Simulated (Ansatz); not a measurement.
**What do other settings change for Zr2CO2 MXene, 4 layers (80 atoms)?**

The cell holds 80 atoms: 16 C, 32 Zr and 32 O. Its edges and angles: a = 6.752 Å, b = 6.752 Å, c = 40.780 Å, α = 90.0°, β = 90.0°, γ = 120.0°. It derives from Zr2CO2 (Zr2CO2 MXene). 4 layers of Zr2CO2 MXene (a = 3.31 Å), 2 x 2 cells, biaxial strain +2 %, every second layer slid by 0.833 of a1 + 2 a2; facing planes 2.84, 2.72, 2.82 Å apart; 14 Å of vacuum. Regions: layer 1, 20 atoms (4 C, 8 Zr and 8 O); layer 2, 20 atoms (4 C, 8 Zr and 8 O); layer 3, 20 atoms (4 C, 8 Zr and 8 O); layer 4, 20 atoms (4 C, 8 Zr and 8 O). Vacuum lies along c.

Geometry: as built.

Reference run: Kohn-Sham DFT, LDA, PAW (set soft_2), plane waves (Ansatz 0.2.0), cutoff 420 eV, k-mesh 3×3×1, fixed occupations.

- r.m.s. force component: 0.5541 eV/Å
- gap (highest filled to lowest empty level): 0.7632 eV
- SCF cycles: 12
- time: 3.6 s on 1 × NVIDIA GB200 with 32 threads of Arm Neoverse V2, shared host

**Question.** The cell is repeated and solved at Γ. How do error, time and memory go?
- plane waves, 80 atoms (1×1×1)
- support functions, 80 atoms (1×1×1)
- plane waves, 720 atoms (3×3×1)
- support functions, 720 atoms (3×3×1)
- support functions, 1280 atoms (4×4×1)
- truncated density matrix, 1280 atoms (4×4×1)
- support functions, 2880 atoms (6×6×1)
- truncated density matrix, 2880 atoms (6×6×1)
- truncated density matrix, 5120 atoms (8×8×1)

Differences are against the typed cell on a 3×3×1 mesh, which samples like Γ on 720 atoms (r.m.s. force component 0.554 eV/Å, gap 0.763 eV). Every repeated cell is solved at Γ, and forces are averaged over the copies of each atom. Hardware: 1 × NVIDIA GB200 with 32 threads of Arm Neoverse V2, shared host.

```tsv
atoms	repeats	basis	Δ force, r.m.s. (meV/Å)	Δ energy (meV/atom)	less plane waves of the same size (meV/atom)	gap (eV)	spread among copies (meV/Å)	SCF cycles	time	host memory (GiB)	planned on the GPU (GiB)
80	1×1×1	plane waves	195	241	-	0.432	-	13	1.6 s	1.4	4.7
80	1×1×1	support functions	195	236	-5.1	0.432	-	26	6.5 s	1.4	6.1
720	3×3×1	plane waves	0.016	0	-	0.763	0	13	22 s	3.7	107
720	3×3×1	support functions	0.49	-5.09	-5.1	0.763	0.14	19	28 s	4.1	31
1280	4×4×1	support functions	3.97	-6.65	-	0.768	0.15	19	53 s	6.2	49
1280	4×4×1	truncated density matrix	3.94	-6.64	-	-	0.15	22	46 s	6.0	53
2880	6×6×1	support functions	4.97	-6.99	-	0.770	0.14	21	3.2 min	14	134
2880	6×6×1	truncated density matrix	5.00	-6.98	-	-	0.12	23	2.2 min	14	148
5120	8×8×1	truncated density matrix	5.03	-6.95	-	-	0.14	24	4.4 min	22	177
```

Repeating the cell at Γ samples more k-points: in plane waves the energy difference from the dense mesh goes from 241 meV/atom at 80 atoms to 0 at 720, and the force difference from 195 to 0.016 meV/Å; the gap goes from 0.432 to 0.763 eV. The largest repeat holds the very k-points of the reference's mesh, so its agreement is an identity, not a test of convergence. With plane waves, the time grows as the 1.2 power of the atom count between the two largest sizes, 80 and 720 atoms. The smaller run is short enough for fixed overheads to flatten this slope. With support functions, the time grows as the 1.6 power of the atom count between the two largest sizes, 1280 and 2880 atoms. With the truncated density matrix, the time grows as the 1.2 power of the atom count between the two largest sizes, 2880 and 5120 atoms. At 2880 atoms truncation (run in mixed precision) changes the energy by +0.01 meV/atom and takes 0.68 times the time of the full density matrix. At equal size the support functions lie 5.1 meV/atom below plane waves, likely because their grid holds more waves than 420 eV; no run tests this. Support functions take 4.0 times the time of plane waves at 80 atoms and 1.3 times at 720, so no crossover is reached among the sizes that both ran. Each time is a single run, so ratios and crossover are rough. At the largest size the support functions' forces differ from the reference by 0.90 % of the r.m.s. force, which holds the difference of sampling between the two as well as that of the basis. In some support-function runs the search for missed states was left out or partial.

[Logs are printed without paths, hosts, clocks, repeated set-up lines and the standing remarks that a program may print on its own settings, such as how far it seeks lower states.]

[Hosts, paths, dates, database ids (printed as entryN), source tags and the programs' standing remarks are cut or masked in the printed files.]
